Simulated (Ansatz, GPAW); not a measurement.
# Work function of Li/Nb(110) at several levels, part 2 of 3

Aim: the work function of both faces of Li/Nb(110), and its spread over functionals and bases.

GPAW 26.7.0 and Ansatz 0.2.0; Ansatz plane waves; slab in vacuum with a dipole correction, relaxation; PAW set soft_1 (the session's first sound run).

So far, upper work function (eV): step 2 (relaxing the atoms) 3.30.

## 3. The slab's potential

With the geometry fixed, the planar mean of the potential gives the vacuum level on each side.

This step: GPAW, PAW setups; slab in vacuum (GPAW 26.7.0).

run.py reads:

```python
import json
import numpy as np
from ase import Atoms
from gpaw import GPAW, PW

slab = Atoms(
    ['Nb', 'Nb', 'Nb', 'Nb', 'Li'],
    positions=[
        [0.00000, 0.00000, 7.00000],
        [2.33345, 0.00000, 9.33345],
        [0.00000, 0.00000, 11.68603],
        [2.33345, 0.00000, 13.97254],
        [0.00000, 0.00000, 16.38154]],
    cell=[[2.33345, -1.65, 0.0], [2.33345, 1.65, 0.0], [0.0, 0.0, 23.58451]],
    pbc=[True, True, False])

slab.calc = GPAW(mode=PW(400), xc='PBE', kpts={'size': (12, 12, 1), 'gamma': True},
                 occupations={'name': 'fermi-dirac', 'width': 0.1}, nbands='300%',
                 convergence={'density': 1e-05}, maxiter=200,
                 poissonsolver={'dipolelayer': 'xy'},
                 symmetry={'tolerance': 1e-3}, txt='slab.txt')
result = {}
energy = slab.get_potential_energy()
fermi = slab.calc.get_fermi_level()
v = slab.calc.get_electrostatic_potential().mean((0, 1)) - fermi
n = slab.calc.get_pseudo_density().mean((0, 1))
L = slab.cell[2, 2]
z = np.arange(len(v)) * L / len(v)
low, high = slab.positions[:, 2].min(), slab.positions[:, 2].max()
below, above = np.interp([low - 4.8, high + 4.8], z, v)
slopes = [np.interp(x, z, np.gradient(v, z)) for x in (low - 4.8, high + 4.8)]
eps = np.array([[slab.calc.get_eigenvalues(k, s) for k in range(len(slab.calc.get_ibz_k_points()))]
                for s in range(slab.calc.get_number_of_spins())]) - fermi
top, bottom = eps[eps < 0].max(), eps[eps > 0].min()
dipole = slab.get_dipole_moment()[2]
print(f'energy {energy:.4f} eV, Fermi level {fermi:.4f} eV, dipole {dipole:.5f} e A')
print(f'potential 4.8 A off the faces, from the Fermi level: lower {below:.4f} eV, upper {above:.4f} eV')
print(f'slope of the potential there: lower {slopes[0]:.5f}, upper {slopes[1]:.5f} eV/A')
print(f'nearest levels on the mesh: {top:.4f} and {bottom:.4f} eV')
print('magnetic moment', round(slab.get_magnetic_moment(), 3))
result.update(energy=energy, fermi=fermi, dipole=dipole, below=below, above=above, slopes=slopes, edges=[top, bottom],
              z=z.tolist(), v=v.tolist(), n=n.tolist(), positions=slab.positions.tolist(),
              forces=slab.get_forces(apply_constraint=False).tolist(), moments=slab.get_magnetic_moments().tolist())
json.dump(result, open('result.json', 'w'))
```

Started as:

```
$ OMP_NUM_THREADS=1 OPENBLAS_NUM_THREADS=1 python run.py
```

The log of the run:

```text
energy -41.6239 eV, Fermi level 2.7734 eV, dipole 0.05272 e A
potential 4.8 A off the faces, from the Fermi level: lower 4.5291 eV, upper 3.2894 eV
slope of the potential there: lower -0.00251, upper 0.00432 eV/A
nearest levels on the mesh: -0.0016 and 0.0048 eV
magnetic moment 0.0
```

Elapsed: 4.1 min, on 1 thread of AMD EPYC 9R14 (Zen 4), shared host; peak memory 0.38 GiB.

Numbers from this step:

- dipole along the normal: 0.05272 e·Å
- levels nearest the Fermi level on the mesh: -0.001635, 0.004759 eV from the Fermi level
- upper work function: 3.289 eV
- lower work function: 4.529 eV

Table of electrostatic potential energy of an electron (without an applied field's), less the Fermi level, planar mean by z:

```
z (Å)  electrostatic potential energy of an electron (without an applied field's), less the Fermi level, planar mean (eV)
  0.0                                                                                                                3.91
  0.5                                                                                                                4.53
  1.0                                                                                                                4.53
  1.5                                                                                                                4.53
  2.0                                                                                                                4.53
  2.5                                                                                                                4.53
  3.0                                                                                                                4.52
  3.5                                                                                                                4.51
  4.0                                                                                                                4.46
  4.5                                                                                                                4.31
  5.0                                                                                                                3.83
  5.5                                                                                                                2.44
  6.0                                                                                                               -1.51
  6.5                                                                                                               -12.9
  7.0                                                                                                               -25.0
  7.5                                                                                                               -12.5
  8.0                                                                                                               -1.75
  8.5                                                                                                               -3.82
  9.0                                                                                                               -18.1
  9.5                                                                                                               -23.0
 10.0                                                                                                               -7.38
 10.5                                                                                                               -1.03
 11.0                                                                                                               -6.92
 11.5                                                                                                               -22.5
 12.0                                                                                                               -18.9
 12.5                                                                                                               -4.35
 13.0                                                                                                               -2.36
 13.5                                                                                                               -13.5
 14.0                                                                                                               -25.0
 14.5                                                                                                               -11.8
 15.0                                                                                                               -1.11
 15.5                                                                                                                1.10
 16.0                                                                                                               -1.45
 16.5                                                                                                               -3.53
 17.0                                                                                                              -0.774
 17.5                                                                                                                1.37
 18.0                                                                                                                2.45
 18.5                                                                                                                2.94
 19.0                                                                                                                3.15
 19.5                                                                                                                3.24
 20.0                                                                                                                3.27
 20.5                                                                                                                3.28
 21.0                                                                                                                3.29
 21.5                                                                                                                3.29
 22.0                                                                                                                3.29
 22.5                                                                                                                3.29
 23.0                                                                                                                3.29
```

The pseudo valence density, planar mean oscillates, so the rows of the table below give means over windows of 2.32 Å about each position, cut where the curve ends. Its maxima inside the range that stand out by 2 % of the span (Å: e/Å³): 6.9: 1.56, 9.3: 1.53, 11.6: 1.49, 13.9: 1.53. Its minima: 8.2: 0.263, 10.5: 0.254, 12.8: 0.274.

Pseudo valence density, planar mean against z; means over each step:

z (Å), pseudo valence density, planar mean (e/Å³) and a bar:
```
     1.16       0.00 
     3.48       0.00 
     5.80       0.34 #############
     8.12       0.72 #############################
    10.44       0.71 ############################
    12.76       0.75 ##############################
    15.08       0.43 #################
    17.40       0.03 #
    19.72       0.00 
    22.04       0.00
```

Force by atom:

```
atom  x (eV/Å)  y (eV/Å)  z (eV/Å)   size
 Nb1     0.000     0.000     0.370  0.370
 Nb2     0.000     0.000    -0.338  0.338
 Nb3     0.000     0.000     0.015  0.015
 Nb4     0.000     0.000    -0.056  0.056
 Li5     0.000     0.000     0.008  0.008
```

The potential is flat to 0.004 eV/Å where it is read, so the vacuum is wide enough. The geometry is the other program's minimum; here the largest force on a free atom is 0.056 eV/Å.

## 4. OptPBE vdW: xc = "optPBE-vdW"

The same geometry under optPBE-vdW, to see how far the functional moves the levels against the vacuum (the van der Waals functionals take revPBE setups).

run.py, as its differences from that of step 3:

```diff
@@ -16,3 +16,3 @@
 
-slab.calc = GPAW(mode=PW(400), xc='PBE', kpts={'size': (12, 12, 1), 'gamma': True},
+slab.calc = GPAW(mode=PW(400), xc='optPBE-vdW', kpts={'size': (12, 12, 1), 'gamma': True},
                  occupations={'name': 'fermi-dirac', 'width': 0.1}, nbands='300%',
```

The log of the run:

```text
energy -96.1083 eV, Fermi level 2.7173 eV, dipole 0.05526 e A
potential 4.8 A off the faces, from the Fermi level: lower 4.6938 eV, upper 3.3931 eV
slope of the potential there: lower -0.00430, upper 0.00803 eV/A
nearest levels on the mesh: -0.0036 and 0.0021 eV
magnetic moment 0.0
```

Run time: 3.7 min. Hardware: 1 thread; peak memory 0.5 GiB.

This step gave:

* dipole along the normal: 0.05526 e·Å
* levels nearest the Fermi level on the mesh: -0.003629, 0.002058 eV from the Fermi level
* upper work function: 3.393 eV
* lower work function: 4.694 eV

The electrostatic potential energy of an electron (without an applied field's), less the Fermi level, planar mean oscillates, so the rows of the table below give means over windows of 2.32 Å about each position, cut where the curve ends. Its maxima inside the range that stand out by 2 % of the span (Å: eV): 0.7: 4.70, 8.2: -1.19, 10.5: -1.06, 12.8: -1.63, 15.5: 1.11. Its minima: 6.9: -25.0, 9.4: -24.9, 11.7: -25.0, 14.0: -25.0, 16.4: -3.67.

Table of electrostatic potential energy of an electron (without an applied field's), less the Fermi level, planar mean by z; means over each step:

```
z (Å)  electrostatic potential energy of an electron (without an applied field's), less the Fermi level, planar mean (eV)
 1.16                                                                                                                4.64
 3.48                                                                                                                4.62
 5.80                                                                                                               -3.77
 8.12                                                                                                               -11.3
10.44                                                                                                               -11.1
12.76                                                                                                               -11.9
15.08                                                                                                               -6.38
17.40                                                                                                               0.314
19.72                                                                                                                3.30
22.04                                                                                                                3.40
```

The pseudo valence density, planar mean oscillates, so the rows of the table below give means over windows of 2.32 Å about each position, cut where the curve ends. Its maxima inside the range that stand out by 2 % of the span (Å: e/Å³): 6.9: 1.56, 9.3: 1.54, 11.6: 1.49, 13.9: 1.54. Its minima: 8.2: 0.260, 10.5: 0.251, 12.8: 0.271.

The pseudo valence density, planar mean by z; means over each step:

```
z (Å)  pseudo valence density, planar mean (e/Å³)
 1.16                                      1.3e-5
 3.48                                     0.00184
 5.80                                       0.335
 8.12                                       0.720
10.44                                       0.707
12.76                                       0.749
15.08                                       0.426
17.40                                      0.0267
19.72                                     0.00144
22.04                                      3.2e-5
```

Force by atom:

```
atom  x (eV/Å)  y (eV/Å)  z (eV/Å)   size
 Nb1     0.000     0.000     0.190  0.190
 Nb2     0.000     0.000    -0.329  0.329
 Nb3     0.000     0.000    -0.003  0.003
 Nb4     0.000     0.000     0.097  0.097
 Li5     0.000     0.000     0.045  0.045
```

The upper face's work function is 3.393 eV, against 3.289 eV in the first plane-wave PBE run at this geometry.

## 5. Self-consistent run: xc = "vdW-DF2"

The same geometry under vdW-DF2, to see how far the functional moves the levels against the vacuum (the van der Waals functionals take revPBE setups).

run.py, as its differences from that of step 4:

```diff
@@ -16,3 +16,3 @@
 
-slab.calc = GPAW(mode=PW(400), xc='optPBE-vdW', kpts={'size': (12, 12, 1), 'gamma': True},
+slab.calc = GPAW(mode=PW(400), xc='vdW-DF2', kpts={'size': (12, 12, 1), 'gamma': True},
                  occupations={'name': 'fermi-dirac', 'width': 0.1}, nbands='300%',
```

The log of the run:

```text
energy -364.4156 eV, Fermi level 2.7711 eV, dipole 0.05858 e A
potential 4.8 A off the faces, from the Fermi level: lower 4.7772 eV, upper 3.3985 eV
slope of the potential there: lower -0.00433, upper 0.00809 eV/A
nearest levels on the mesh: -0.0017 and 0.0046 eV
magnetic moment 0.0
```

Run time: 4.9 min. Hardware: 1 thread; peak memory 0.5 GiB.

This step gave:

- dipole along the normal: 0.05858 e·Å
- levels nearest the Fermi level on the mesh: -0.001677, 0.004630 eV from the Fermi level
- upper work function: 3.399 eV
- lower work function: 4.777 eV

The upper face's work function is 3.399 eV, against 3.289 eV in the first plane-wave PBE run at this geometry.

## 6. Self-consistent run: xc = "RPBE"

The same geometry under RPBE, to see how far the functional moves the levels against the vacuum.

run.py, as its differences from that of step 5:

```diff
@@ -16,3 +16,3 @@
 
-slab.calc = GPAW(mode=PW(400), xc='vdW-DF2', kpts={'size': (12, 12, 1), 'gamma': True},
+slab.calc = GPAW(mode=PW(400), xc='RPBE', kpts={'size': (12, 12, 1), 'gamma': True},
                  occupations={'name': 'fermi-dirac', 'width': 0.1}, nbands='300%',
```

The log of the run:

```text
energy -39.5384 eV, Fermi level 2.8578 eV, dipole 0.04974 e A
potential 4.8 A off the faces, from the Fermi level: lower 4.3982 eV, upper 3.2284 eV
slope of the potential there: lower -0.00296, upper 0.00477 eV/A
nearest levels on the mesh: -0.0009 and 0.0037 eV
magnetic moment 0.0
```

Elapsed: 3.4 min, on 1 thread; peak memory 0.38 GiB.

Numbers from this step:

* dipole along the normal: 0.04974 e·Å
* levels nearest the Fermi level on the mesh: -9.02e-4, 0.003743 eV from the Fermi level
* upper work function: 3.228 eV
* lower work function: 4.398 eV

The upper face's work function is 3.228 eV, against 3.289 eV in the first plane-wave PBE run at this geometry.

## 7. Real-space grid: mode = "fd"

A real-space grid is a second complete basis, so it checks the plane-wave result.

run.py, as its differences from that of step 6:

```diff
@@ -3,3 +3,3 @@
 from ase import Atoms
-from gpaw import GPAW, PW
+from gpaw import GPAW
 
@@ -16,3 +16,3 @@
 
-slab.calc = GPAW(mode=PW(400), xc='RPBE', kpts={'size': (12, 12, 1), 'gamma': True},
+slab.calc = GPAW(mode='fd', h=0.18, xc='PBE', kpts={'size': (12, 12, 1), 'gamma': True},
                  occupations={'name': 'fermi-dirac', 'width': 0.1}, nbands='300%',
```

The log of the run:

```text
energy -41.7110 eV, Fermi level -3.9090 eV, dipole 0.05274 e A
potential 4.8 A off the faces, from the Fermi level: lower 4.5279 eV, upper 3.2876 eV
slope of the potential there: lower -0.00234, upper 0.00392 eV/A
nearest levels on the mesh: -0.0022 and 0.0049 eV
magnetic moment 0.0
```

Elapsed: 28 min, on 1 thread; peak memory 2.4 GiB.

This step gave:

| Quantity | Value |
| --- | --- |
| dipole along the normal | 0.05274 e·Å |
| levels nearest the Fermi level on the mesh | -0.002244, 0.004923 eV from the Fermi level |
| upper work function | 3.288 eV |
| lower work function | 4.528 eV |

The electrostatic potential energy of an electron (without an applied field's), less the Fermi level, planar mean oscillates, so the rows of the table below give means over windows of 2.41 Å about each position, cut where the curve ends. Its maxima inside the range that stand out by 2 % of the span (Å: eV): 0.4: 4.53, 8.1: -1.11, 10.5: -1.00, 12.9: -1.58, 15.5: 1.15. Its minima: 7.0: -25.1, 9.3: -24.9, 11.7: -25.0, 13.9: -25.0, 16.4: -3.66.

Table of electrostatic potential energy of an electron (without an applied field's), less the Fermi level, planar mean by z; means over each step:

z (Å), electrostatic potential energy of an electron (without an applied field's), less the Fermi level, planar mean (eV) and a bar from the least value:
```
     1.21        4.5 ##############################
     3.62        4.4 ##############################
     6.03       -6.7 ##########
     8.44      -11.7 
    10.85      -11.4 #
    13.26      -11.9 
    15.67       -2.3 ##################
    18.08        2.0 #########################
    20.48        3.3 ############################
    22.90        3.3 ############################
```

The upper face's work function is 3.288 eV, against 3.289 eV in the first plane-wave PBE run at this geometry.

## 8. The ladder

Times are for 1 thread of AMD EPYC 9R14 (Zen 4), shared host. The series side by side:

```
no.         run  upper work function (eV)  lower work function (eV)     time  memory (GiB)
  1          pw                     3.289                     4.529  4.1 min          0.38
  2  optPBE vdW                     3.393                     4.694  3.7 min           0.5
  3     vdW DF2                     3.399                     4.777  4.9 min           0.5
  4        RPBE                     3.228                     4.398  3.4 min          0.38
  5          fd                     3.288                     4.528   28 min           2.4
```

## 9. Atomic orbitals

Atom-centred orbitals end a few angstrom from the surface, which tests how much the density's tail matters.

run.py, as its differences from that of step 7:

```diff
@@ -16,4 +16,4 @@
 
-slab.calc = GPAW(mode='fd', h=0.18, xc='PBE', kpts={'size': (12, 12, 1), 'gamma': True},
-                 occupations={'name': 'fermi-dirac', 'width': 0.1}, nbands='300%',
+slab.calc = GPAW(mode='lcao', basis='dzp', h=0.18, xc='PBE', kpts={'size': (12, 12, 1), 'gamma': True},
+                 occupations={'name': 'fermi-dirac', 'width': 0.1}, nbands='120%',
                  convergence={'density': 1e-05}, maxiter=200,
```

The log of the run:

```text

```

Elapsed: 53 min, on 1 thread; peak memory 0.51 GiB.

The run was cut off at its time limit.

(Part 2 of 3 ends here.)

[Logs are printed without paths, hosts, clocks, repeated set-up lines and the standing remarks that a program may print on its own settings, such as how far it seeks lower states.]

[Hosts, paths, dates, database ids (printed as entryN), source tags and the programs' standing remarks are cut or masked in the printed files.]
